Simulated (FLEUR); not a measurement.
## Fe: parallel and opposed starts

Wanted: the moments of Fe and the energy of each order that was tried.

Program: FLEUR MaX-R8.1. Level of theory: PBEsol; all-electron FLAPW, Dirac cores, scalar-relativistic bands. Results are calculated unless marked as measured.

The database entry behind the starting cell differs from later determinations by our own check (about 0.2 % short), so it need not match the best structure at ambient conditions.

## (1) Starting point

The structure is cubic, space group Im-3m (No. 229). Conventional cell: a = 2.860 Å, b = 2.860 Å, c = 2.860 Å, α = 90.00°, β = 90.00°, γ = 90.00°. Fe has 8 Fe at 2.48 Å nearest.

As a file:

```
Fe
1.0
    -1.43024    1.43024    1.43024
     1.43024   -1.43024    1.43024
     1.43024    1.43024   -1.43024
Fe
1
Direct
  0.00000 0.00000 0.00000
```

## (2) Order 1, typed as ferro +

The parallel start is the test of whether parallel moments hold.

inpgen writes inp.xml from crystal.txt; cutoffs, mixing, functional, smearing and local orbitals are then set in the file. The k list default-1 (kpts.xml, not shown) is a Γ-centred 14×14×14 mesh; where the ranks do not divide the number of points, some are split in two of half the weight.

Contents of inp.xml:

```
<?xml version="1.0" encoding="UTF-8" standalone="no"?>
<fleurInput fleurInputVersion="0.39">
   <comment>
      Fe
   </comment>
   <calculationSetup>
      <cutoffs Kmax="3.6" Gmax="10.8" GmaxXC="10.8" numbands="0"/>
      <scfLoop itmax="90" minDistance="0.00002" maxIterBroyd="15" imix="Anderson" alpha="0.05" precondParam="0.0" spinf="2.0" sdNocoIR="T"/>
      <coreElectrons ctail="T" frcor="F" kcrel="0" coretail_lmax="0"/>
      <xcFunctional name="PBEs" relativisticCorrections="F"/>
      <magnetism jspins="2"/>
      <soc l_soc="F" theta="0.0" phi="0.0" spav="F"/>
      <expertModes spex="0" secvar="F"/>
      <geometryOptimization l_f="F" forcealpha="1.0" forcemix="BFGS" epsdisp="0.00001" epsforce="0.00001"/>
      <ldaU l_linMix="F" mixParam="0.05" spinf="1.0"/>
   </calculationSetup>
   <cell>
      <bzIntegration valenceElectrons="16.0" mode="hist" fermiSmearingEnergy="0.00183747">
         <kPointListSelection listName="default-1"/>
         <xi:include xmlns:xi="http://www.w3.org/2001/XInclude" href="kpts.xml"> </xi:include>
      </bzIntegration>
      <xi:include xmlns:xi="http://www.w3.org/2001/XInclude" href="sym.xml"> </xi:include>
      <bulkLattice scale="1.0">
         <bravaisMatrix>
            <row-1>   -2.7027618924479038     2.7027618924479038     2.7027618924479038</row-1>
            <row-2>    2.7027618924479038    -2.7027618924479038     2.7027618924479038</row-2>
            <row-3>    2.7027618924479038     2.7027618924479038    -2.7027618924479038</row-3>
         </bravaisMatrix>
      </bulkLattice>
   </cell>
   <atomSpecies>
      <species name="Iron (Fe) 2.800" element="Fe" atomicNumber="26">
         <mtSphere radius="2.28" gridPoints="753" logIncrement="0.016"/>
         <atomicCutoffs lmax="8" lnonsphr="6"/>
         <electronConfig flipSpins="F">
            <coreConfig>(1s1/2) (2s1/2) (2p1/2) (2p3/2)</coreConfig>
            <valenceConfig>(3s1/2) (3p1/2) (3p3/2) (4s1/2) (3d3/2) (3d5/2)</valenceConfig>
            <stateOccupation state="(3d3/2)" spinUp="1.4" spinDown="1.0"/>
            <stateOccupation state="(3d5/2)" spinUp="3.0" spinDown="0.6"/>
         </electronConfig>
         <energyParameters s="4" p="4" d="3" f="4"/>
         <lo type="SCLO" l="0" n="3" eDeriv="0"/>
         <lo type="SCLO" l="1" n="3" eDeriv="0"/>
      </species>
   </atomSpecies>
   <atomGroups>
      <atomGroup species="Iron (Fe) 2.800">
         <relPos label="                   1">.0000000000 .0000000000 .0000000000</relPos>
         <force calculate="T" relaxXYZ="TTT"/>
      </atomGroup>
   </atomGroups>
   <output dos="F" band="F" slice="F">
      <bandDOS minEnergy="-.5*Htr" maxEnergy="0.5*Htr" sigma="0.015" storeEVData="T"/>
      <plotting iplot="0" polar="F">
         <plot TwoD="T" vec1="  1.0  0.0  0.0" vec2="  0.0  1.0  0.0" vec3="  0.0  0.0  1.0" zero="  0.0  0.0  0.0" file="plot"/>
      </plotting>
      <moessbauerParams electricFieldGradient="F" isomerShift="F" coreHyperfine="F" valenceHyperfine="F"/>
   </output>
</fleurInput>
```

Contents of crystal.txt:

```
Fe
&input film=F cartesian=F /
-1.43024000000  1.43024000000  1.43024000000
1.43024000000  -1.43024000000  1.43024000000
1.43024000000  1.43024000000  -1.43024000000
1.8897261246
1.0 1.0 1.0

1
26 0.00000000000  0.00000000000  0.00000000000 : 2.800

&kpt div1=14 div2=14 div3=14 gamma=T /
```

The run is started by

```console
> OMP_NUM_THREADS=1 inpgen -f crystal.txt > inpgen.log  # inp.xml is then edited as shown
> OMP_NUM_THREADS=1 mpirun -n 4 fleur_MPI > fleur.log
```

The log of the run:

```text
Welcome to FLEUR        (www.flapw.de)
      MaX-Release 8.1          (www.max-centre.eu)

 ========== k-point set info ==========
 Selected k-point list: default-1
 k-point list type: mesh
 14 x 14 x 14
 Number of k points: 104

 ------------Calculation Setup---------------------------
 Number of MPI-tasks      :            4
 Number of PE/node        :            4
 Number of OMP-threads    :            1
 k-points in parallel     :            4
 pe's per k-point         :            1
 No of k-point loops      :           26
 Eigenvalue solver        :       lapack
 Number of basis functions:           74
 Approximate size of matrices (H+S) per k-point:         0.000 GB
 --------------------------------------------------------
 Iteration:     1   Distance:      12.50521418 me/bohr^3
 Iteration:     2   Distance:      10.91444741 me/bohr^3
 Iteration:     3   Distance:       6.85288922 me/bohr^3
 Iteration:     4   Distance:       4.46619889 me/bohr^3
 Iteration:     5   Distance:       2.60671042 me/bohr^3
 Iteration:     6   Distance:       2.64681545 me/bohr^3
 Iteration:     7   Distance:       1.21638959 me/bohr^3
 Iteration:     8   Distance:       1.31586697 me/bohr^3
 Iteration:     9   Distance:       0.38696311 me/bohr^3
 Iteration:    10   Distance:       0.05765499 me/bohr^3
 Iteration:    11   Distance:       0.04087145 me/bohr^3
 Iteration:    12   Distance:       0.03029250 me/bohr^3
 Iteration:    13   Distance:       0.00065926 me/bohr^3
 Iteration:    14   Distance:       0.00178010 me/bohr^3
 Iteration:    15   Distance:       0.00025354 me/bohr^3
 Iteration:    16   Distance:       0.00024380 me/bohr^3
 Iteration:    17   Distance:       0.00008150 me/bohr^3
 Iteration:    18   Distance:       0.00001214 me/bohr^3

 ********************************************************************
 Run finished successfully
 Stop message:
   all done
 ********************************************************************

--- out.xml (last complete iteration) ---
<iteration numberForCurrentRun="   18" overallNumber="   18">
         <energyParameters units="Htr">
            <atomicEP atomType="1" spin="1" branch="4s" branchLowest="-2.87" branchHighest="1.91" value="0.1961586396"/>
            <atomicEP atomType="1" spin="1" branch="4p" branchLowest="-1.62" branchHighest="2.49" value="0.3283856258"/>
            <atomicEP atomType="1" spin="1" branch="3d" branchLowest="-9.99" branchHighest="0.40" value="0.2646667293"/>
            <atomicEP atomType="1" spin="1" branch="4f" branchLowest="-9.99" branchHighest="3.54" value="0.6412069479"/>
            <loAtomicEP atomType="1" spin="1" branch="3s" branchLowest="-29.50" branchHighest="-2.87" value="-2.8809284191"/>
            <loAtomicEP atomType="1" spin="1" branch="3p" branchLowest="-25.05" branchHighest="-1.62" value="-1.6382774803"/>
            <atomicEP atomType="1" spin="2" branch="4s" branchLowest="-2.78" branchHighest="1.98" value="0.1964157847"/>
            <atomicEP atomType="1" spin="2" branch="4p" branchLowest="-1.52" branchHighest="2.55" value="0.3237495015"/>
            <atomicEP atomType="1" spin="2" branch="3d" branchLowest="-9.99" branchHighest="0.50" value="0.3311252855"/>
            <atomicEP atomType="1" spin="2" branch="4f" branchLowest="-9.99" branchHighest="3.61" value="0.6328964444"/>
            <loAtomicEP atomType="1" spin="2" branch="3s" branchLowest="-29.46" branchHighest="-2.78" value="-2.7842334782"/>
            <loAtomicEP atomType="1" spin="2" branch="3p" branchLowest="-25.02" branchHighest="-1.52" value="-1.5440242425"/>
         </energyParameters>
         <bandgap value="0.0259990765" units="eV"/>
         <sumValenceSingleParticleEnergies value="-13.1128522878" units="Htr"/>
         <FermiEnergy value="0.3415165538" units="Htr"/>
         <valenceDensity>
            <mtCharges spin="1">
               <mtCharge atomType="1" total="8.5598604" s="1.1889191" p="3.1675289" d="4.1848697" f="0.0140660"/>
            </mtCharges>
            <mtCharges spin="2">
               <mtCharge atomType="1" total="6.2897677" s="1.1949684" p="3.1995769" d="1.8824998" f="0.0101982"/>
            </mtCharges>
            <spinDependentCharge spin="1" total="9.1122367" interstitial="0.5523763" mtSpheres="8.5598604"/>
            <spinDependentCharge spin="2" total="6.8877633" interstitial="0.5979956" mtSpheres="6.2897677"/>
            <totalCharge value="16.0000000000"/>
         </valenceDensity>
         <coreStates atomType="     1" atomicNumber=" 26" spin="1" kinEnergy="    573.8977151769" eigValSum="   -360.9450249755" lostElectrons=" 0.000000">
            <state n="1" l="0" j="0.5" energy="-256.2789532563" weight="1.0000000000"/>
            <state n="2" l="0" j="0.5" energy="-29.5000800770" weight="1.0000000000"/>
            <state n="2" l="1" j="0.5" energy="-25.3603169978" weight="1.0000000000"/>
            <state n="2" l="1" j="1.5" energy="-24.9028373222" weight="2.0000000000"/>
         </coreStates>
         <coreStates atomType="     1" atomicNumber=" 26" spin="2" kinEnergy="    574.3547414847" eigValSum="   -360.7983806096" lostElectrons=" 0.000000">
            <state n="1" l="0" j="0.5" energy="-256.2791936924" weight="1.0000000000"/>
            <state n="2" l="0" j="0.5" energy="-29.4552212785" weight="1.0000000000"/>
            <state n="2" l="1" j="0.5" energy="-25.3269596830" weight="1.0000000000"/>
            <state n="2" l="1" j="1.5" energy="-24.8685029779" weight="2.0000000000"/>
         </coreStates>
         <allElectronCharges>
            <spinDependentCharge spin="1" total="14.1122367" interstitial="0.5523763" mtSpheres="13.5598604"/>
            <spinDependentCharge spin="2" total="11.8877633" interstitial="0.5979956" mtSpheres="11.2897677"/>
            <totalCharge value="26.0000000002"/>
         </allElectronCharges>
         <magneticMomentsInMTSpheres units="muBohr">
            <globalMagMoment atomType="1" vec="0.00000   0.00000   2.27009"/>
            <localMagMoment atomType="1" vec="0.00000   0.00000   2.27009"/>
         </magneticMomentsInMTSpheres>
         <moessbauerParams unitsHFF="kG" unitsIS="e/bohr^3" unitsEFG="Htr/bohr^2">
         </moessbauerParams>
         <totalEnergy value="    -1271.6390353430" units="Htr">
            <sumOfEigenvalues value="     -734.8562578730">
               <coreElectrons value="-721.7434055852"/>
               <valenceElectrons value="-13.1128522878"/>
            </sumOfEigenvalues>
            <densityCoulombPotentialIntegral value="-1951.9783374286"/>
            <densityEffectivePotentialIntegral value="-2023.6782423242"/>
            <chargeDenXCDenIntegral value="-54.7432450924"/>
            <FockExchangeEnergyValence value="0.0000000000"/>
            <FockExchangeEnergyCore value="0.0000000000"/>
            <atomTypeDependentContributions atomType="1">
               <electronNucleiInteractionDifferentMTs value="1518.9458970447"/>
               <MadelungTerm value="-10.7827089428"/>
            </atomTypeDependentContributions>
            <tkbTimesEntropy value="0.0002588404"/>
            <freeEnergy value="-1271.6392941834"/>
            <extrapolationTo0K value="-1271.6391647632"/>
         </totalEnergy>
         <densityConvergence units="me/bohr^3">
            <chargeDensity spin="1" distance="0.0000085851"/>
            <chargeDensity spin="2" distance="0.0000080130"/>
            <overallChargeDensity distance="0.0000121443"/>
            <spinDensity distance="0.0000113286"/>
         </densityConvergence>
      </iteration>
```

It took 5.7 s on 4 MPI ranks of Arm Neoverse V2, shared host; peak memory 0.15 GiB.

Numbers from this step:

| Property | Result |
| --- | --- |
| free energy | -34603.0680 eV |
| program's band gap on this mesh (in a metal only a level spacing) | 0.02600 eV |
| magnetization | 2.224 μB |
| final state | ferromagnetic |
| largest moment | 2.270 μB |

After 18 cycles the largest moment stands at 2.27 μB.

## (3) Order 2, typed as antiferro q=(1/2,1/2,1/2) +-

Another pattern of signs weighs the neighbour shells otherwise.

The cell is doubled to 2 atoms to hold this order. The mesh is halved along the doubled vector, so that both cells sample the same points. The k list default-1 (kpts.xml, not shown) is a Γ-centred 7×14×14 mesh.

inp.xml, as its differences from that of step 2:

```diff
@@ -17,3 +17,3 @@
    <cell>
-      <bzIntegration valenceElectrons="16.0" mode="hist" fermiSmearingEnergy="0.00183747">
+      <bzIntegration valenceElectrons="32.0" mode="hist" fermiSmearingEnergy="0.00183747">
          <kPointListSelection listName="default-1"/>
@@ -24,5 +24,5 @@
          <bravaisMatrix>
-            <row-1>   -2.7027618924479038     2.7027618924479038     2.7027618924479038</row-1>
-            <row-2>    2.7027618924479038    -2.7027618924479038     2.7027618924479038</row-2>
-            <row-3>    2.7027618924479038     2.7027618924479038    -2.7027618924479038</row-3>
+            <row-1>   -5.4055237848958075     5.4055237848958075     5.4055237848958075</row-1>
+            <row-2>    0.0000000000000000     0.0000000000000000     5.4055237848958075</row-2>
+            <row-3>    0.0000000000000000     5.4055237848958075     0.0000000000000000</row-3>
          </bravaisMatrix>
@@ -44,2 +44,15 @@
       </species>
+      <species name="Iron (Fe) -2.800" element="Fe" atomicNumber="26">
+         <mtSphere radius="2.28" gridPoints="753" logIncrement="0.016"/>
+         <atomicCutoffs lmax="8" lnonsphr="6"/>
+         <electronConfig flipSpins="F">
+            <coreConfig>(1s1/2) (2s1/2) (2p1/2) (2p3/2)</coreConfig>
+            <valenceConfig>(3s1/2) (3p1/2) (3p3/2) (4s1/2) (3d3/2) (3d5/2)</valenceConfig>
+            <stateOccupation state="(3d3/2)" spinUp="1.0" spinDown="1.4"/>
+            <stateOccupation state="(3d5/2)" spinUp="0.6" spinDown="3.0"/>
+         </electronConfig>
+         <energyParameters s="4" p="4" d="3" f="4"/>
+         <lo type="SCLO" l="0" n="3" eDeriv="0"/>
+         <lo type="SCLO" l="1" n="3" eDeriv="0"/>
+      </species>
    </atomSpecies>
@@ -48,2 +61,6 @@
          <relPos label="                   1">.0000000000 .0000000000 .0000000000</relPos>
+         <force calculate="T" relaxXYZ="TTT"/>
+      </atomGroup>
+      <atomGroup species="Iron (Fe) -2.800">
+         <relPos label="                   2">1.000/2.000 .0000000000 .0000000000</relPos>
          <force calculate="T" relaxXYZ="TTT"/>
```

Contents of crystal.txt:

```
Fe
&input film=F cartesian=F /
-2.86048000000  2.86048000000  2.86048000000
0.00000000000  0.00000000000  2.86048000000
0.00000000000  2.86048000000  0.00000000000
1.8897261246
1.0 1.0 1.0

2
26 0.00000000000  0.00000000000  0.00000000000 : 2.800
26 0.50000000000  0.00000000000  0.00000000000 : -2.800

&kpt div1=7 div2=14 div3=14 gamma=T /
```

The log of the run:

```text
[banner, memory and clock lines left out]
Welcome to FLEUR        (www.flapw.de)
      MaX-Release 8.1          (www.max-centre.eu)

 ========== k-point set info ==========
 Selected k-point list: default-1
 k-point list type: mesh
 7 x 14 x 14
 Number of k points: 144

 ------------Calculation Setup---------------------------
 Number of PE/node        :            4
 Number of OMP-threads    :            1
 k-points in parallel     :            4
 pe's per k-point         :            1
 No of k-point loops      :           36
 Eigenvalue solver        :       lapack
 Number of basis functions:          148
 Approximate size of matrices (H+S) per k-point:         0.000 GB
 Iteration:     1   Distance:      14.62132704 me/bohr^3
 Iteration:     2   Distance:      13.81865333 me/bohr^3
 Iteration:     3   Distance:       9.99667892 me/bohr^3
 Iteration:     4   Distance:      10.84644995 me/bohr^3
 Iteration:     5   Distance:       7.02808992 me/bohr^3
 Iteration:     6   Distance:      10.54305774 me/bohr^3
 Iteration:     7   Distance:       3.07420797 me/bohr^3
 Iteration:     8   Distance:       3.13539435 me/bohr^3
 Iteration:     9   Distance:       1.12359794 me/bohr^3
 Iteration:    10   Distance:       1.44803116 me/bohr^3
 Iteration:    11   Distance:       1.43759680 me/bohr^3
 Iteration:    12   Distance:       0.90069742 me/bohr^3
 Iteration:    13   Distance:       0.31784330 me/bohr^3
 Iteration:    14   Distance:       0.05659823 me/bohr^3
 Iteration:    15   Distance:       0.05435617 me/bohr^3
 Iteration:    16   Distance:       0.05174270 me/bohr^3
 Iteration:    17   Distance:       0.01200830 me/bohr^3
 Iteration:    18   Distance:       0.01136713 me/bohr^3
 Iteration:    19   Distance:       0.00986972 me/bohr^3
 Iteration:    20   Distance:       0.00400489 me/bohr^3
 Iteration:    21   Distance:       0.00199776 me/bohr^3
 Iteration:    22   Distance:       0.00048673 me/bohr^3
 Iteration:    23   Distance:       0.00008455 me/bohr^3
 Iteration:    24   Distance:       0.00007773 me/bohr^3
 Iteration:    25   Distance:       0.00000850 me/bohr^3

 ********************************************************************
 Run finished successfully
 Stop message:
   all done
 ********************************************************************

--- out.xml (last complete iteration) ---
<iteration numberForCurrentRun="   25" overallNumber="   25">
         [... left out ...]
         <bandgap value="0.0000000203" units="eV"/>
         <sumValenceSingleParticleEnergies value="-26.2616174000" units="Htr"/>
         <FermiEnergy value="0.3521709505" units="Htr"/>
         <valenceDensity>
            <mtCharges spin="1">
               <mtCharge atomType="1" total="8.2525262" s="1.2043709" p="3.1944928" d="3.8383295" f="0.0122398"/>
               <mtCharge atomType="2" total="6.5999177" s="1.1833273" p="3.1736527" d="2.2254009" f="0.0134281"/>
            </mtCharges>
            <mtCharges spin="2">
               <mtCharge atomType="1" total="6.5999176" s="1.1833273" p="3.1736527" d="2.2254008" f="0.0134281"/>
               <mtCharge atomType="2" total="8.2525261" s="1.2043709" p="3.1944928" d="3.8383295" f="0.0122398"/>
            </mtCharges>
            <spinDependentCharge spin="1" total="16.0000001" interstitial="1.1475562" mtSpheres="14.8524439"/>
            <spinDependentCharge spin="2" total="15.9999999" interstitial="1.1475562" mtSpheres="14.8524437"/>
            <totalCharge value="32.0000000000"/>
         </valenceDensity>
         [... left out ...]
         <magneticMomentsInMTSpheres units="muBohr">
            <globalMagMoment atomType="1" vec="0.00000   0.00000   1.65261"/>
            <localMagMoment atomType="1" vec="0.00000   0.00000   1.65261"/>
            <globalMagMoment atomType="2" vec="0.00000   0.00000  -1.65261"/>
            <localMagMoment atomType="2" vec="0.00000   0.00000  -1.65261"/>
         </magneticMomentsInMTSpheres>
         [... left out ...]
         <totalEnergy value="    -2543.2442792008" units="Htr">
            <sumOfEigenvalues value="    -1469.8831640556">
               <coreElectrons value="-1443.6215466556"/>
               <valenceElectrons value="-26.2616174000"/>
            </sumOfEigenvalues>
            <densityCoulombPotentialIntegral value="-3904.1134265650"/>
            <densityEffectivePotentialIntegral value="-4047.4220231369"/>
            <chargeDenXCDenIntegral value="-109.4181482664"/>
            <FockExchangeEnergyValence value="0.0000000000"/>
            <FockExchangeEnergyCore value="0.0000000000"/>
         [... left out ...]
            <tkbTimesEntropy value="0.0016270454"/>
            <freeEnergy value="-2543.2459062462"/>
            <extrapolationTo0K value="-2543.2450927235"/>
         </totalEnergy>
         <densityConvergence units="me/bohr^3">
            <chargeDensity spin="1" distance="0.0000056939"/>
            <chargeDensity spin="2" distance="0.0000057428"/>
            <overallChargeDensity distance="0.0000076486"/>
            <spinDensity distance="0.0000085028"/>
         </densityConvergence>
      </iteration>
```

Wall time 24 s (4 MPI ranks); peak memory 0.22 GiB; 96 s of CPU time.

Numbers from this step:

* free energy: -69205.2467 eV
* program's band gap on this mesh (in a metal only a level spacing): 2.03e-8 eV
* magnetization: 0 μB
* final state: antiferromagnetic
* largest moment: 1.653 μB

It lies 445 meV a seeded atom over the first start, and its largest moment is 1.65 μB against 2.27 μB.

[end of part 1 of 2]

[Logs and program files are shortened in this print: banners, set-up blocks, solver, clock and traceback lines can be left out without a mark of their own.]

[Logs are printed without paths, hosts, clocks, repeated set-up lines and the standing remarks that a program may print on its own settings, such as how far it seeks lower states.]

[Hosts, paths, dates, database ids (printed as entryN), source tags and the programs' standing remarks are cut or masked in the printed files.]

[Where a cell is said to come from a database of computed structures, the database is the Materials Project.]
